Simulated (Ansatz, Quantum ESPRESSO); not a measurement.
# Ta (Im-3m): phonons and their coupling to the electrons

How strong is the electron-phonon coupling in Ta (Im-3m)?

Calculated with Quantum ESPRESSO 7.5; DFT PBE, scalar-relativistic, plane waves, PseudoDojo norm-conserving pseudopotentials.

## (1) The structure

It takes space group Im-3m (No. 229, cubic). Conventional cell: a = 3.303 Å, b = 3.303 Å, c = 3.303 Å, α = 90.00°, β = 90.00°, γ = 90.00°. Ta has 8 Ta at 2.86 Å nearest.

## (2) A probe with smearing

A cheap run with smearing and empty bands tells whether the crystal has a gap, which decides between fixed occupations and smearing later on.

probe.in

```
&control
   calculation = 'scf'
   prefix = 'x'
   outdir = './tmp'
   pseudo_dir = './pseudo'
   tprnfor = .true.
   tstress = .true.
   verbosity = 'high'
/
&system
   ibrav = 0
   nat = 1
   ntyp = 1
   ecutwfc = 58.0
   occupations = 'smearing'
   smearing = 'gaussian'
   degauss = 0.01
/
&electrons
   conv_thr = 1.0d-07
   mixing_beta = 0.7
   electron_maxstep = 100
/
ATOMIC_SPECIES
 Ta    180.9479  Ta.upf
CELL_PARAMETERS angstrom
     1.651280000    1.651280000    1.651280000
    -1.651280000    1.651280000    1.651280000
    -1.651280000   -1.651280000    1.651280000
ATOMIC_POSITIONS crystal
 Ta     0.000000000   0.000000000   0.000000000
K_POINTS automatic
 8 8 8 0 0 0
```

Started as:

```sh
> OMP_NUM_THREADS=1 mpirun -n 4 pw.x -nk 4 -in probe.in > probe.out
```

The program printed:

```text
[banners, grids, parts of the stress and lines that vanish by symmetry left out]
Program PWSCF v.7.5
     Message from routine setup:
     using ibrav=0 with symmetry is DISCOURAGED, use correct ibrav instead
[...]
kinetic-energy cutoff     =      58.0000  Ry
     charge density cutoff     =     232.0000  Ry
     scf convergence threshold =      1.0E-07
[...]
Exchange-correlation= PBE
                           (   1   4   3   4   0   0   0)
[...]
48 Sym. Ops., with inversion, found
[...]
(     0          1          0      )
                  (     0          0          1      )
[...]
(  0.0000000  1.0000000  0.0000000 )
                  (  0.0000000  0.0000000  1.0000000 )
[...]
(     1         -1          1      )
                  (     1          0          0      )
[...]
(  1.0000000 -0.0000000  0.0000000 )
                  (  0.0000000 -1.0000000  0.0000000 )
[...]
(     1          0          0      )
                  (     0          0         -1      )
[...]
( -1.0000000  0.0000000  0.0000000 )
                  ( -0.0000000  1.0000000  0.0000000 )
[...]
number of k points=    29  Gaussian smearing, width (Ry)=  0.0100
[...]
End of self-consistent calculation
[...]
the Fermi energy is    18.4777 ev
!    total energy              =    -130.20910958 Ry
[...]
convergence has been achieved in   5 iterations
[...]
atom    1 type  1   force =     0.00000000    0.00000000    0.00000000
[...]
Total force =     0.000000     Total SCF correction =     0.000000
[...]
total   stress  (Ry/bohr**3)                   (kbar)     P=       10.85
[...]
XML data file, charge density, pseudopotentials, collected wavefunctions

   JOB DONE.
```

The job ended after 1.6 s (4 MPI ranks of Arm Neoverse V1, shared host; 6.3 s of CPU time).

Numbers from this step:

| Quantity | Value |
| --- | --- |
| volume per atom | 18.01 Å³ |
| pressure | 1.085 GPa |
| gap on the k-mesh | 0 eV |

No gap opens on this mesh, so smearing is kept; the start stands at 1.1 GPa.

## (3) Relaxation

The relaxation runs at a cutoff a fifth above that of the response, since stress converges more slowly with the basis than frequencies do. Forces and stress are brought to rest with tight thresholds.

relax.in

```
&control
   calculation = 'vc-relax'
   prefix = 'x'
   outdir = './tmp'
   pseudo_dir = './pseudo'
   tprnfor = .true.
   tstress = .true.
   forc_conv_thr = 2.0d-05
   etot_conv_thr = 1.0d-07
   nstep = 40
/
&system
   ibrav = 0
   nat = 1
   ntyp = 1
   ecutwfc = 70
   occupations = 'smearing'
   smearing = 'gaussian'
   degauss = 0.02
/
&electrons
   conv_thr = 1.0d-11
   mixing_beta = 0.7
   electron_maxstep = 100
/
&ions
/
&cell
   press_conv_thr = 0.2
/
ATOMIC_SPECIES
 Ta    180.9479  Ta.upf
CELL_PARAMETERS angstrom
     1.651280000    1.651280000    1.651280000
    -1.651280000    1.651280000    1.651280000
    -1.651280000   -1.651280000    1.651280000
ATOMIC_POSITIONS crystal
 Ta     0.000000000   0.000000000   0.000000000
K_POINTS automatic
 14 14 14 0 0 0
```

Started as:

```sh
> OMP_NUM_THREADS=1 mpirun -n 4 pw.x -nk 4 -in relax.in > relax.out
```

The program printed:

```text
[banners, grids, parts of the stress and lines that vanish by symmetry left out]
[banner, memory and clock lines left out]
Program PWSCF v.7.5

[...]
kinetic-energy cutoff     =      70.0000  Ry
     charge density cutoff     =     280.0000  Ry
     scf convergence threshold =      1.0E-11
[...]
energy convergence thresh.=      1.0E-07
     force convergence thresh. =      2.0E-05
     press convergence thresh. =      2.0E-01
     Exchange-correlation= PBE
                           (   1   4   3   4   0   0   0)
[...]
48 Sym. Ops., with inversion, found
[...]
number of k points=   104  Gaussian smearing, width (Ry)=  0.0200
[...]
End of self-consistent calculation
[...]
the Fermi energy is    18.4738 ev
!    total energy              =    -130.20902802 Ry
[...]
convergence has been achieved in   7 iterations
[...]
atom    1 type  1   force =     0.00000000    0.00000000    0.00000000
     Total force =     0.000000     Total SCF correction =     0.000000
[...]
total   stress  (Ry/bohr**3)                   (kbar)     P=       31.29
[...]
number of bfgs steps    =   0
[...]
CELL_PARAMETERS (angstrom)
[...]
ATOMIC_POSITIONS (crystal)
Ta               0.0000000000        0.0000000000        0.0000000000
[...]
New effective cutoffs (rho, wfc):  276.80   69.26
[...]
End of self-consistent calculation
[...]
the Fermi energy is    18.1447 ev
!    total energy              =    -130.20922720 Ry
[...]
convergence has been achieved in   6 iterations
[...]
atom    1 type  1   force =     0.00000000    0.00000000    0.00000000
     Total force =     0.000000     Total SCF correction =     0.000000
[...]
total   stress  (Ry/bohr**3)                   (kbar)     P=       -0.81
[...]
number of bfgs steps    =   1
[...]
CELL_PARAMETERS (angstrom)
[...]
ATOMIC_POSITIONS (crystal)
Ta               0.0000000000        0.0000000000        0.0000000000
[...]
New effective cutoffs (rho, wfc):  276.87   69.28
[...]
End of self-consistent calculation
[...]
the Fermi energy is    18.1530 ev
!    total energy              =    -130.20922734 Ry
[...]
convergence has been achieved in   5 iterations
[...]
atom    1 type  1   force =     0.00000000    0.00000000    0.00000000
     Total force =     0.000000     Total SCF correction =     0.000000
[...]
total   stress  (Ry/bohr**3)                   (kbar)     P=       -0.02
[...]
number of bfgs steps    =   2
[...]
small trust_radius: resetting bfgs history
[...]
CELL_PARAMETERS (angstrom)
[...]
ATOMIC_POSITIONS (crystal)
Ta               0.0000000000        0.0000000000        0.0000000000
[...]
New effective cutoffs (rho, wfc):  276.87   69.28
[...]
End of self-consistent calculation
[...]
the Fermi energy is    18.1532 ev
!    total energy              =    -130.20922734 Ry
[...]
convergence has been achieved in   3 iterations
[...]
atom    1 type  1   force =     0.00000000    0.00000000    0.00000000
     Total force =     0.000000     Total SCF correction =     0.000000
[...]
total   stress  (Ry/bohr**3)                   (kbar)     P=        0.00
[...]
bfgs converged in   4 scf cycles and   3 bfgs steps
[...]
End of BFGS Geometry Optimization
     Final enthalpy           =    -130.2092273397 Ry
     File ./tmp/x.bfgs deleted, as requested
[...]
CELL_PARAMETERS (angstrom)
[...]
ATOMIC_POSITIONS (crystal)
Ta               0.0000000000        0.0000000000        0.0000000000
[...]
Final scf calculation at the relaxed structure.
[...]
kinetic-energy cutoff     =      70.0000  Ry
     charge density cutoff     =     280.0000  Ry
     scf convergence threshold =      1.0E-13
[...]
press convergence thresh. =      2.0E-01
     Exchange-correlation= PBE
                           (   1   4   3   4   0   0   0)
[...]
48 Sym. Ops., with inversion, found
[...]
number of k points=   104  Gaussian smearing, width (Ry)=  0.0200
[...]
End of self-consistent calculation
[...]
the Fermi energy is    18.1532 ev
!    total energy              =    -130.20922936 Ry
[...]
convergence has been achieved in   9 iterations
[...]
atom    1 type  1   force =     0.00000000    0.00000000    0.00000000
     Total force =     0.000000     Total SCF correction =     0.000000
[...]
total   stress  (Ry/bohr**3)                   (kbar)     P=        0.01
[...]
XML data file, charge density, pseudopotentials, collected wavefunctions
```

It took 20 s on 4 MPI ranks; 78 s of CPU time.

Step by step:

```
step  energy less that of the first step (eV)  largest force (eV/Å)  pressure (GPa)  volume (Å³)
   1                                   0.0000                0.0000            3.13        18.01
   2                                  -0.0027                0.0000           -0.08        18.30
   3                                  -0.0027                0.0000            0.00        18.29
   4                                  -0.0027                0.0000            0.00        18.29
   5                                  -0.0027                0.0000            0.00        18.29
```

| conventional cell, symmetrised | before | after | change |
| --- | --- | --- | --- |
| a (Å) | 3.303 | 3.320 | +0.5 % |
| b (Å) | 3.303 | 3.320 | +0.5 % |
| c (Å) | 3.303 | 3.320 | +0.5 % |
| volume (Å³/atom) | 18.01 | 18.29 | +1.6 % |

Final coordinates:

```xyz
1
Lattice="1.6598 1.6598 1.6598 -1.6598 1.6598 1.6598 -1.6598 -1.6598 1.6598" Properties=species:S:1:pos:R:3 pbc="T T T"
Ta    0.0000    0.0000    0.0000
```

The last row of the table of steps is pw.x's closing run on a basis chosen anew for the final cell, so its energy can jump.

This step gave:

```
volume per atom : 18.29 Å³
pressure        : 0.001 GPa
```

The volume changes by +1.6 % from the cell with which this run began.

## (4) Self-consistent run for the response

The response is built on this ground state, so it is converged far tighter than an energy would need. Smearing stays on, as the first look found no gap above 0.3 eV.

scf.in

```
&control
   calculation = 'scf'
   prefix = 'x'
   outdir = './tmp'
   pseudo_dir = './pseudo'
   tprnfor = .true.
   tstress = .true.
/
&system
   ibrav = 0
   nat = 1
   ntyp = 1
   ecutwfc = 58.0
   occupations = 'smearing'
   smearing = 'gaussian'
   degauss = 0.02
/
&electrons
   conv_thr = 1.0d-12
   mixing_beta = 0.7
   electron_maxstep = 100
/
ATOMIC_SPECIES
 Ta    180.9479  Ta.upf
CELL_PARAMETERS angstrom
     1.659832312    1.659832312    1.659832312
    -1.659832312    1.659832312    1.659832312
    -1.659832312   -1.659832312    1.659832312
ATOMIC_POSITIONS crystal
 Ta     0.000000000   0.000000000   0.000000000
K_POINTS automatic
 16 16 16 0 0 0
```

Started as:

```sh
> OMP_NUM_THREADS=1 mpirun -n 4 pw.x -nk 4 -in scf.in > scf.out
```

The program printed:

```text
[banners, grids, parts of the stress and lines that vanish by symmetry left out]
[banner, memory and clock lines left out]
Program PWSCF v.7.5

[...]
kinetic-energy cutoff     =      58.0000  Ry
     charge density cutoff     =     232.0000  Ry
     scf convergence threshold =      1.0E-12
[...]
Exchange-correlation= PBE
                           (   1   4   3   4   0   0   0)
[...]
48 Sym. Ops., with inversion, found
[...]
number of k points=   145  Gaussian smearing, width (Ry)=  0.0200
[...]
End of self-consistent calculation
[...]
the Fermi energy is    18.1411 ev
!    total energy              =    -130.20902237 Ry
[...]
convergence has been achieved in   8 iterations
[...]
atom    1 type  1   force =     0.00000000    0.00000000    0.00000000
     Total force =     0.000000     Total SCF correction =     0.000000
[...]
total   stress  (Ry/bohr**3)                   (kbar)     P=        2.49
[...]
XML data file, charge density, pseudopotentials, collected wavefunctions
```

The job ended after 6.8 s (4 MPI ranks).

Read from the output:

```yaml
pressure: 0.2490 GPa
```

The cell stands at 0.25 GPa, close enough for stiff modes, while soft ones can move.

## (5) Levels on a dense mesh

The coupling is a sum over pairs of states at the Fermi level and needs a much denser mesh than the density does.

scf_fit.in, as its differences from scf.in of step 4:

```diff
@@ -16,5 +16,6 @@
    degauss = 0.02
+   la2F = .true.
 /
 &electrons
-   conv_thr = 1.0d-12
+   conv_thr = 1.0d-10
    mixing_beta = 0.7
@@ -31,2 +32,2 @@
 K_POINTS automatic
- 16 16 16 0 0 0
+ 32 32 32 0 0 0
```

Started as:

```sh
> OMP_NUM_THREADS=1 mpirun -n 4 pw.x -nk 4 -in scf_fit.in > scf_fit.out
```

The program printed:

```text
[banners, grids, parts of the stress and lines that vanish by symmetry left out]
[banner, memory and clock lines left out]
Program PWSCF v.7.5

[...]
kinetic-energy cutoff     =      58.0000  Ry
     charge density cutoff     =     232.0000  Ry
     scf convergence threshold =      1.0E-10
[...]
Exchange-correlation= PBE
                           (   1   4   3   4   0   0   0)
[...]
48 Sym. Ops., with inversion, found
[...]
number of k points=   897  Gaussian smearing, width (Ry)=  0.0200
[...]
End of self-consistent calculation
[...]
the Fermi energy is    18.1465 ev
!    total energy              =    -130.20906758 Ry
[...]
convergence has been achieved in   7 iterations
[...]
atom    1 type  1   force =     0.00000000    0.00000000    0.00000000
     Total force =     0.000000     Total SCF correction =     0.000000
[...]
total   stress  (Ry/bohr**3)                   (kbar)     P=        1.35
[...]
XML data file, charge density, pseudopotentials, collected wavefunctions
```

The job ended after 34 s (4 MPI ranks).

Numbers from this step:

```
pressure : 0.135 GPa
```

## (6) Self-consistent run for the response

The run on the dense mesh left its levels for the electron-phonon sums; ph.x needs the ground state on the coarse mesh, so pw.x runs once more in the same folder.

scf.in is that of step 4.

Started as:

```sh
> OMP_NUM_THREADS=1 mpirun -n 4 pw.x -nk 4 -in scf.in > scf.out
```

The program printed:

```text
[banners, grids, parts of the stress and lines that vanish by symmetry left out]
[banner, memory and clock lines left out]
Program PWSCF v.7.5

[...]
kinetic-energy cutoff     =      58.0000  Ry
     charge density cutoff     =     232.0000  Ry
     scf convergence threshold =      1.0E-12
[...]
Exchange-correlation= PBE
                           (   1   4   3   4   0   0   0)
[...]
48 Sym. Ops., with inversion, found
[...]
number of k points=   145  Gaussian smearing, width (Ry)=  0.0200
[...]
End of self-consistent calculation
[...]
the Fermi energy is    18.1411 ev
!    total energy              =    -130.20902237 Ry
[...]
convergence has been achieved in   8 iterations
[...]
atom    1 type  1   force =     0.00000000    0.00000000    0.00000000
     Total force =     0.000000     Total SCF correction =     0.000000
[...]
total   stress  (Ry/bohr**3)                   (kbar)     P=        2.49
[...]
XML data file, charge density, pseudopotentials, collected wavefunctions
```

It took 6.9 s on 4 MPI ranks; 27 s of CPU time.

This step gave:

* pressure: 0.2490 GPa

(Continued in part 2 of 4.)

[Host names and launcher messages were left out of these logs when they were recorded.]

[Logs are printed without paths, hosts, clocks, repeated set-up lines and the standing remarks that a program may print on its own settings, such as how far it seeks lower states.]

[Hosts, paths, dates, database ids (printed as entryN), source tags and the programs' standing remarks are cut or masked in the printed files.]
